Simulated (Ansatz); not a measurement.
## Twisted Zr2CO2 MXene alternating trilayer, 13.17° (285 atoms): taking the cell apart

Aim: the interaction energy between the two parts of twisted Zr2CO2 MXene alternating trilayer, 13.17° (285 atoms) and its distance dependence.

Program: Ansatz 0.2.0. Level of theory: Kohn-Sham DFT, PBE+D3(BJ), PAW (set soft_2), plane waves. Results are calculated unless marked as measured.

**1. Set-up**

The cell holds 285 atoms: 57 C, 114 Zr and 114 O. Its edges and angles: a = 14.428 Å, b = 14.428 Å, c = 31.490 Å, α = 90.0°, β = 90.0°, γ = 120.0°. It derives from Zr2CO2 (Zr2CO2 MXene). Zr2CO2 MXene (a = 3.31 Å) under Zr2CO2 MXene (a = 3.31 Å), alternating trilayer, commensurate cell of 19 unit cells a layer, twist 13.17 deg; facing planes 2.88, 2.81 Å apart; 12 Å of vacuum; layers as built, displaced by a Gaussian of 0.01 Å. Regions: layer 1, 95 atoms (19 C, 38 Zr and 38 O); layer 2, 95 atoms (19 C, 38 Zr and 38 O); layer 3, 95 atoms (19 C, 38 Zr and 38 O). Vacuum lies along c.

**2. Single point at the start**

A single point comes first, to see the forces before anything moves.

File input.yaml:

```yaml
crystal:
  lattice:
    - [14.428, 0.0, 0.0]
    - [-7.214, 12.49501, 0.0]
    - [0.0, 0.0, 31.49]
  atoms:
    - { symbol: C, position: [0.05411, 0.63281, 0.26358] }
    - { symbol: Zr, position: [0.17556, 0.77184, 0.30723] }
    - { symbol: Zr, position: [0.19354, 0.64807, 0.22003] }
    - { symbol: O, position: [0.19273, 0.6494, 0.33654] }
    - { symbol: O, position: [0.17508, 0.77215, 0.1908] }
    - { symbol: C, position: [0.15815, 0.8961, 0.26311] }
    - { symbol: Zr, position: [0.28242, 0.0366, 0.30669] }
    - { symbol: Zr, position: [0.29842, 0.91274, 0.22023] }
    - { symbol: O, position: [0.2979, 0.91251, 0.33703] }
    - { symbol: O, position: [0.28241, 0.0353, 0.19015] }
    - { symbol: C, position: [0.9989, 0.99913, 0.26396] }
    - { symbol: Zr, position: [0.12112, 0.13953, 0.30735] }
    - { symbol: Zr, position: [0.14139, 0.01861, 0.22032] }
    - { symbol: O, position: [0.14079, 0.01814, 0.33663] }
    - { symbol: O, position: [0.12234, 0.14068, 0.1907] }
    - { symbol: C, position: [0.1044, 0.26447, 0.26299] }
    - { symbol: Zr, position: [0.22727, 0.40187, 0.3069] }
    - { symbol: Zr, position: [0.24624, 0.28122, 0.22002] }
    - { symbol: O, position: [0.24521, 0.28127, 0.3367] }
    - { symbol: O, position: [0.22822, 0.40493, 0.18973] }
    - { symbol: C, position: [0.20991, 0.5275, 0.26329] }
    - { symbol: Zr, position: [0.33293, 0.66721, 0.30758] }
    - { symbol: Zr, position: [0.3514, 0.54413, 0.21978] }
    - { symbol: O, position: [0.35196, 0.54564, 0.33631] }
    - { symbol: O, position: [0.33417, 0.66689, 0.19024] }
    - { symbol: C, position: [0.31423, 0.78884, 0.26405] }
    - { symbol: Zr, position: [0.43784, 0.92879, 0.30737] }
    - { symbol: Zr, position: [0.45612, 0.80761, 0.21979] }
    - { symbol: O, position: [0.4555, 0.80735, 0.33593] }
    - { symbol: O, position: [0.43873, 0.92945, 0.19053] }
    - { symbol: C, position: [0.26233, 0.15749, 0.26424] }
    - { symbol: Zr, position: [0.38589, 0.29678, 0.30747] }
    [... 247 atom lines left out ...]
    - { symbol: O, position: [0.96503, 0.2438, 0.66275] }
    - { symbol: C, position: [0.9471, 0.3685, 0.73673] }
    - { symbol: Zr, position: [0.07075, 0.50896, 0.78027] }
    - { symbol: Zr, position: [0.08691, 0.38682, 0.6931] }
    - { symbol: O, position: [0.08714, 0.38569, 0.80942] }
    - { symbol: O, position: [0.0701, 0.50856, 0.66331] }
kpoints:
  mp_grid: { grid: [3, 3, 1] }
hamiltonian:
  xc: pbe
  dispersion: d3bj
scf:
  occupations: { method: fermi_dirac, width: 0.025 }
output:
  forces: true
```

On the command line:

```bash
$ ansatz run input.yaml --threads 6 --pin off --max-ram 76800MiB --backend cuda --events-out ev --progress --plain --runs-dir out
```

Numbers of over 12 decimals in the logs are rounded to 6 here.

The log of the run:

```text
[...]
Pseudopotentials: kind: paw
Pseudopotential: C, paw, valence charge 4, recommended cutoff 420 eV (normal), C.paw.azcp
Pseudopotential: Zr, paw, valence charge 12, recommended cutoff 420 eV (normal), Zr.paw.azcp
Pseudopotential: O, paw, valence charge 6, recommended cutoff 420 eV (normal), O.paw.azcp
[... 5 lines on functional and potentials left out ...]
Error: device memory: the `scf loop` phase about to start needs 42.57 GiB and the device reports 20.63 GiB free. With every eigensolver slot counted below at work at once, the run holds at least 42.56 GiB on the device by the end of that phase's first diagonalisation (wavefunctions: [...]
free memory on the device, or run on the host: (host) out `--backend`, `--devices` and `--max-vram` and, in the deck, remove the `execution:` section, if it has one
```

It took 8.5 s on 1 × NVIDIA H100 80GB HBM3 with 6 threads of AMD EPYC 7R13 (Zen 3), shared host; peak memory 1 GiB.

The input was rejected at the start.

The program's message: “Error: device memory: the `scf loop` phase about to start needs 42.57 GiB and the device reports 20.63 GiB free. With every eigensolver slot counted below at work at once, the run holds at least 42.56 …”

**3. Relaxation**

The atoms are relaxed in the fixed cell, aiming at the force tolerance of the input.

File input.yaml:

```yaml
crystal:
  lattice:
    - [14.428, 0.0, 0.0]
    - [-7.214, 12.49501, 0.0]
    - [0.0, 0.0, 31.49]
  atoms:
    [... the 285 atom lines of step 2 ...]
kpoints:
  mp_grid: { grid: [3, 3, 1] }
hamiltonian:
  xc: pbe
  dispersion: d3bj
scf:
  occupations: { method: fermi_dirac, width: 0.025 }
output:
  forces: true
relax:
  f_tol: 0.05
  max_steps: 120
```

The log of the run:

```text
[...]
GPU FFT provider: cuFFT
GPU libraries: cuBLAS 13.8.2, cuFFT 12.4.0, cuSOLVER 12.3.4
Crystal: 285 atoms, lattice volume = 5676.954 Å³
Basis set: ecut = 420 eV, 110937 PW (Γ), exchange–correlation on 200×200×432 points (8 copies of the dense FFT grid, shifted against one another)
Bands: 1425, of which v1, the nominal top of the filled ones, is band 1140 counted from 1 (1139 counted from 0)
Symmetry: 1 space group operations
[...]
k-points: 5 of 9 (time reversal used)
[...]
GPU buffer pool allocated for 2160000 grid points (all kernels)
GPU transforms: local potential and band sums: pruned to the plane-wave sphere, on 100×100×216
GPU projectors: by the tables: the GPU's memory has no room for the FFT box's points about the atoms
[...]
SCF iter   1: F=—  HF=-556367.840019 eV  |F-HF|=—  |Δ(HF+E_count)|=         —  Δρ=4.95e-3  dr2=2.33e0  ethr=1.77e-3  ⟨swp⟩=8.0  Hψ=39705  notcnv=0  defer=1078
[...]
SCF iter   8: F=-556367.426570 eV  HF=-556367.426577 eV  |F-HF|=6.64e-6  |Δ(HF+E_count)|=   2.01e-6  Δρ=1.35e-5  dr2=1.18e-5  ethr=2.62e-9  ⟨swp⟩=3.0  Hψ=16163  notcnv=0
SCF 1 converged in 8 iterations: F = -556367.426570 eV  dr2 = 1.18e-5
[...]
relax step   1: F+E_penalty+E_count = -556367.42657011 eV  Δ(F+E_penalty+E_count) = +0.000e0 eV  max|allowed force component| = 1.081e0 eV/Å  Δτ_max = 0.0000 Å  (8 SCF iters, dr2 threshold 6.25e-5 eV, accepted)
[...]
relax step   2: F+E_penalty+E_count = -556364.42062133 eV  Δ(F+E_penalty+E_count) = +3.006e0 eV  max|allowed force component| = 1.322e0 eV/Å  Δτ_max = 0.1905 Å  (9 SCF iters, dr2 threshold 7.30e-5 eV, rejected (line search))
[...]
relax step   3: F+E_penalty+E_count = -556368.95807608 eV  Δ(F+E_penalty+E_count) = -1.532e0 eV  max|allowed force component| = 2.059e-1 eV/Å  Δτ_max = 0.0952 Å  (12 SCF iters, accepted)
[...]
relax step   4: F+E_penalty+E_count = -556369.09427481 eV  Δ(F+E_penalty+E_count) = -1.362e-1 eV  max|allowed force component| = 1.411e-2 eV/Å  Δτ_max = 0.0623 Å  (9 SCF iters, dr2 threshold 2.65e-6 eV, accepted)
[...]
relax step   5: F+E_penalty+E_count = -556369.09427525 eV  Δ(F+E_penalty+E_count) = -4.460e-7 eV  max|allowed force component| = 1.421e-2 eV/Å  Δτ_max = 0.0000 Å  (4 SCF iters, accepted)
SCF converged after 4 iterations
Free energy (F): -556369.094275 eV
[...]
Internal energy: -556369.094275 eV  (E = F + TS)
E sigma→0 (E₀):  -556369.094275 eV
Fermi energy:    6.674395 eV
[...]
--- Forces (eV/Å), atoms counted from 1 ---
  atom   1  C      0.00129637     0.00136810     0.00528888
  atom   2  Zr    -0.00154685    -0.00228964     0.00133034
  atom   3  Zr    -0.00244056     0.00243770     0.00623336
  atom   4  O      0.00150196     0.00121198     0.01420686
  atom   5  O      0.00549195     0.00130537     0.00039465
  atom   6  C      0.00134183     0.00098781     0.00768314
  atom   7  Zr    -0.00277298    -0.00528970     0.00059002
  atom   8  Zr    -0.00039718    -0.00173927     0.00311963
  atom   9  O      0.00060661     0.00293892     0.00994699
  atom  10  O      0.00152404    -0.00124593    -0.00095330
  atom  11  C      0.00164165     0.00081426     0.00203303
  atom  12  Zr    -0.00075938    -0.00186162     0.00903270
  atom  13  Zr    -0.00355836    -0.00253006     0.00569761
  atom  14  O     -0.00032379     0.00159680     0.00634439
[...]
atom 284  O      0.00070834     0.00368971     0.00026299
  atom 285  O     -0.00280080     0.00102066    -0.00628582
  max |Σ_I F_I| component: 1.93e-4 eV/Å
--- Relaxed structure (5 steps of the walk, 4 accepted, 0 SCFs on fresh bases) ---
  F+E_penalty+E_count = -556369.09427525 eV   max|allowed force component| = 1.421e-2 eV/Å
  atoms:
    - { symbol: C, position: [0.052877, 0.631810, 0.267326] }
    - { symbol: Zr, position: [0.176219, 0.772757, 0.311704] }
    - { symbol: Zr, position: [0.193124, 0.649122, 0.223360] }
    - { symbol: O, position: [0.192796, 0.649616, 0.340782] }
[...]
- { symbol: O, position: [0.069545, 0.509535, 0.660282] }
```

It took 3.3 min on 1 × NVIDIA H100 80GB HBM3 with 6 threads; peak memory 3.3 GiB.

The relaxation converged after 5 steps, 1.67 eV below its start, with a largest force component of 0.014 eV/Å.

**4. Single point at the relaxed geometry**

The electronic structure is read at the final geometry, in a run of its own.

File input.yaml:

```yaml
crystal:
  lattice:
    - [14.428, 0.0, 0.0]
    - [-7.214, 12.49501, 0.0]
    - [0.0, 0.0, 31.49]
  atoms:
    - { symbol: C, position: [0.05288, 0.63181, 0.26733] }
    - { symbol: Zr, position: [0.17622, 0.77276, 0.3117] }
    - { symbol: Zr, position: [0.19312, 0.64912, 0.22336] }
    - { symbol: O, position: [0.1928, 0.64962, 0.34078] }
    - { symbol: O, position: [0.1759, 0.77192, 0.19405] }
    - { symbol: C, position: [0.15854, 0.89512, 0.26697] }
    [... 273 atom lines left out ...]
    - { symbol: O, position: [0.96496, 0.24594, 0.66055] }
    - { symbol: C, position: [0.94766, 0.36879, 0.7337] }
    - { symbol: Zr, position: [0.0705, 0.509, 0.77754] }
    - { symbol: Zr, position: [0.0874, 0.38627, 0.68914] }
    - { symbol: O, position: [0.0879, 0.38624, 0.80669] }
    - { symbol: O, position: [0.06954, 0.50954, 0.66028] }
kpoints:
  mp_grid: { grid: [3, 3, 1] }
hamiltonian:
  xc: pbe
  dispersion: d3bj
scf:
  occupations: { method: fermi_dirac, width: 0.025 }
output:
  forces: true
  populations: intrinsic
  dos:
    method: { smearing: { sigma: 0.1 } }
    de: 0.1
    projected: { site_lists: { C: [C], O: [O], Zr: [Zr] } }
  eigenvalues: true
  write_density: true
  write_potential: true
  volumetric_format: npy
  elf: true
```

The log of the run:

```text
[...]
GPU FFT provider: cuFFT
GPU libraries: cuBLAS 13.8.2, cuFFT 12.4.0, cuSOLVER 12.3.4
Crystal: 285 atoms, lattice volume = 5676.954 Å³
Basis set: ecut = 420 eV, 110937 PW (Γ), exchange–correlation on 200×200×432 points (8 copies of the dense FFT grid, shifted against one another)
Bands: 1425, of which v1, the nominal top of the filled ones, is band 1140 counted from 1 (1139 counted from 0)
Symmetry: 1 space group operations
[...]
k-points: 5 of 9 (time reversal used)
[...]
GPU buffer pool allocated for 2160000 grid points (all kernels)
[...]
SCF iter   1: F=—  HF=-556369.468729 eV  |F-HF|=—  |Δ(HF+E_count)|=         —  Δρ=5.23e-3  dr2=2.96e0  ethr=1.77e-3  ⟨swp⟩=7.0  Hψ=26120  notcnv=0  defer=1062
[...]
SCF iter  11: F=-556369.094238 eV  HF=-556369.094239 eV  |F-HF|=1.84e-8  |Δ(HF+E_count)|=   2.41e-8  Δρ=8.37e-7  dr2=4.26e-8  ethr=4.39e-12  ⟨swp⟩=23.0  Hψ=78445  notcnv=0
SCF 1 converged in 11 iterations: F = -556369.094238 eV  dr2 = 4.26e-8
[...]
WARN: The output density's exchange-correlation potential varies sharply where the density is thin. Do not read a vacuum level from v_tot or v_xc, or from such a field of the output density. On a cell that repeats whose density bears no net charge and no dipole along the vacuum's axis use v_es (v_loc + v_h of the components); [...]
SCF converged after 11 iterations
Free energy (F): -556369.094238 eV
[...]
Internal energy: -556369.094238 eV  (E = F + TS)
E sigma→0 (E₀):  -556369.094238 eV
Fermi energy:    6.674436 eV
[...]
--- Forces (eV/Å), atoms counted from 1 ---
  atom   1  C      0.00082567     0.00188600     0.00229497
  atom   2  Zr    -0.00173760    -0.00474119     0.00169291
  atom   3  Zr    -0.00240537     0.00325449     0.00619789
  atom   4  O      0.00173888     0.00115999     0.01426455
  atom   5  O      0.00593163     0.00031634     0.00149187
  atom   6  C      0.00122296     0.00130787     0.00855910
  atom   7  Zr    -0.00406066    -0.00408604    -0.00223615
  atom   8  Zr    -0.00192638    -0.00125024     0.00234033
  atom   9  O     -0.00028171     0.00277354     0.01251290
  atom  10  O      0.00205047    -0.00186273     0.00093781
  atom  11  C      0.00268252    -0.00023344     0.00244925
  atom  12  Zr    -0.00253697    -0.00324896     0.00900805
  atom  13  Zr    -0.00238513    -0.00077119     0.00495600
  atom  14  O     -0.00079716     0.00171485     0.00658155
[...]
atom 284  O      0.00224467     0.00323225     0.00184068
  atom 285  O     -0.00201738     0.00016664    -0.00615429
  max |Σ_I F_I| component: 6.07e-6 eV/Å
--- Band table (eV; the first three rows and the last of 5) ---
[...]
--- intrinsic populations: 285 sites ---
  site symbol       q [e]
     0      C      4.9504
     1     Zr     10.8558
     2     Zr     10.8496
[...]
284      O      6.6713
  spilling = -0.000000 (of n_electrons = 2280.000000)
```

Wall time 74 s (1 × NVIDIA H100 80GB HBM3 with 6 threads); peak memory 12 GiB; 2.1 min of CPU time.

The program notes that it cut back its work space to fit the memory limit and the exchange-correlation potential is rough where the density is thin.

Numbers from this run:

```
free energy                                      : -556369.0942 eV
free energy per atom                             : -1952.1723 eV/atom
SCF cycles                                       : 11
r.m.s. force component                           : 0.00388 eV/Å
longest force                                    : 0.01442 eV/Å
Fermi energy                                     : 6.674 eV
gap (highest filled to lowest empty level) : 1.005 eV
potential in mid-vacuum, over the Fermi level    : 4.858 eV
potential 4.5 Å over the upper face              : 4.857 eV
potential 4.5 Å under the lower face             : 4.858 eV
```

Intrinsic-atomic-orbital charges by element:

```tsv
element	coordination	atoms	mean charge (e)	spread	least	most
C	all	57	-0.948	0.0023	-0.952	-0.944
O	all	114	-0.671	0.0029	-0.675	-0.665
Zr	all	114	1.15	0.0059	1.14	1.16
```

By region:

```tsv
region	atoms	mean length of the force (eV/Å)	net charge (e)
layer 1	95	0.006	0
layer 2	95	0.007	0
layer 3	95	0.005	0
```

Density of states as counts of states in windows of 1 eV (from the Fermi level), total and the larger projections:

```tsv
from (eV)	to (eV)	total	O p	Zr d	C p	C s
-14	-11	0.0	0.0	0.0	0.0	0.0
-11	-10	21.0	0.5	2.2	0.1	11.8
-10	-9	93.0	1.3	22.5	0.4	56.3
-9	-7	0.0	0.0	0.0	0.0	0.0
-7	-6	6.3	3.0	1.9	0.8	0.0
-6	-5	262.3	163.3	68.7	14.0	1.5
-5	-4	368.2	264.2	68.5	16.9	4.0
-4	-3	72.1	41.9	12.2	13.6	0.4
-3	-2	145.5	33.1	42.8	62.0	0.3
-2	-1	160.4	37.5	35.5	79.3	0.3
-1	0	11.2	2.2	2.5	6.2	0.0
0	1	42.4	9.7	29.5	1.4	0.4
1	2	86.8	10.8	68.3	4.7	0.5
2	3	181.2	12.5	148.7	11.9	0.2
```

Between -26 and -14 eV lie 228 more states.

The stored curve holds about 1368 of the 2280 electrons; the rest, give or take the few that broadening carries across the Fermi level, lie in deeper levels below its range.

The levels nearest the highest filled one (over half full), pooled over k-points and spins:

```tsv
level less the highest filled one (eV)	occupation
-0.007	2
-0.0068	2
-5.0e-4	2
-3.0e-4	2
-1.0e-4	2
0	2
1.00	0
1.00	0
1.01	0
1.01	0
1.01	0
1.01	0
```

Planar average of the electrostatic potential energy along the normal, with the Fermi level as zero, after a running mean with a triangular window 4 Å wide at its base:

```tsv
height (Å)	potential energy (eV)
0.0	4.86
0.9	4.86
1.7	4.86
2.6	4.85
3.6	4.74
4.5	3.32
5.4	-1.42
6.3	-7.88
7.1	-10.81
8.0	-9.65
8.9	-9.76
9.9	-10.61
10.8	-6.39
11.7	-0.76
12.5	-0.89
13.4	-6.60
14.3	-10.66
15.2	-9.94
16.2	-9.70
17.1	-10.83
17.9	-7.75
18.8	-1.79
19.7	-0.24
20.6	-5.21
21.4	-10.18
22.5	-10.02
23.3	-9.51
24.2	-10.73
25.1	-8.83
26.0	-2.69
26.8	2.71
27.7	4.65
28.7	4.85
29.6	4.86
30.5	4.86
31.3	4.86
```

Valence density in the cb plane at fractional x = 0.026, with atoms of Zr and O and C within 0.2 Å of it. It is the smooth field of the valence electrons, not physical close to the nuclei.

Ten steps, logarithmic in the rise over the least value, from '0' (0.0 e/Å³) to '9' (5.9 e/Å³), each cell a mean:
```
765333334566421112233334555443322100000000000
334444444332211135775433334678752100000000000
334565443222110248997432234798973100000000000
444555433343211136886432223688863210000000000
654333334455421112357775322234566531000000000
443333355544310001379897432224799842000000000
333444445432110001368886432224688631000000000
334565433222100001234554454433344310000000000
344555433333210001112245676542211100000000000
433333456643210001122235666532221100000000000
422233688863200013444333444445433210000000000
422233578753101135775432233578753210000000000
664333344555421135775322334578752100000000000
987432224699742113444433444445433210000000000
987432224689742011235654444333455321000000000
654444333455321012346764333334455421000000000
345676542211100124555433333456643210000000000
345677543211100124554333344466642100000000000
334555455432100012334444444444433210000000000
432233688863100011246775433323566521000000000
432223789973200011358886332234577631000000000
433333567753210012345654443333455321000000000
775333334566531011222334565433222100000000000
987432224688641001112245676542211100000000000
```
Columns run along c (16.0 Å, from fractional 0.46 to 0.97 of the cell), rows up along b (14.4 Å). Atoms in or near the plane, at fractional coordinates: C at (0.50, 0.27), Zr at (0.78, 0.88), Zr at (0.69, 0.76), O at (0.81, 0.75), O at (0.66, 0.88).

Electrostatic potential energy in the cb plane at fractional x = 0.026, with atoms of Zr and O and C within 0.2 Å of it. With pseudopotentials it is smooth inside the atoms' cores, unlike the true potential.

Values in eV, 13 rows by 16 columns, each cell a mean:
```
  5   1   0   9  11   3   5   3  -4 -10   6  11  11  12  12  12
  0   4   5  10   8 -26   2   7 -22 -36   0  10  11  12  12  12
  6   0   1   9  10  -5 -26  -1   3  -9  -4  11  12  12  12  12
  4  -4  -1   9   9  -8 -33  -4   8  -4  -9  11  12  12  12  12
  1   5   6  10  11   8   5 -12  -2   6   9  11  12  12  12  12
  5 -23 -17   7  10   6   3   0   1   0   8  11  12  12  12  12
  6 -13 -10   8  10  -5   4   7 -13 -28   4  11  11  12  12  12
  3   7 -19  -2  11   4  -4   5   3  -1   8  11  12  12  12  12
 -3   6   5   9  10   1 -14   3   3  -2   7  11  12  12  12  12
-29   2   7  10  11   6   5   7  -4 -14   6  11  11  12  12  12
  5 -22 -18   7  10  -1 -22   1   7   2   4  11  12  12  12  12
  5 -21 -17   7  10   0 -20   2   5   0   4  11  12  12  12  12
  4   6  -9   3  11   8   6 -16  -4   6   9  11  12  12  12  12
```
Columns run along c (16.0 Å, from fractional 0.49 to 1.00 of the cell; values clipped at the 3rd and 97th percentile), rows up along b (14.4 Å). Atoms in or near the plane, at fractional coordinates: C at (0.50, 0.27), Zr at (0.78, 0.88), Zr at (0.69, 0.76), O at (0.81, 0.75), O at (0.66, 0.88).

The highest filled and lowest empty levels differ by 1.00 eV (on the run's k-points); a semilocal functional tends to put such gaps too low. Mean intrinsic-atomic-orbital charges: C -0.95, O -0.67, Zr +1.15 e. The largest share in the top eV of filled states is C p (51 % of the projected weight), and in the lowest eV of empty states Zr d (77 % of the projected weight). The potential stands 5.35 eV above the highest filled level over the upper face and 5.35 eV under the lower one, a reading of the ionisation potential at this level.

(Continued in part 2 of 3.)

[Logs are printed without paths, hosts, clocks, repeated set-up lines and the standing remarks that a program may print on its own settings, such as how far it seeks lower states.]

[Hosts, paths, dates, database ids (printed as entryN), source tags and the programs' standing remarks are cut or masked in the printed files.]
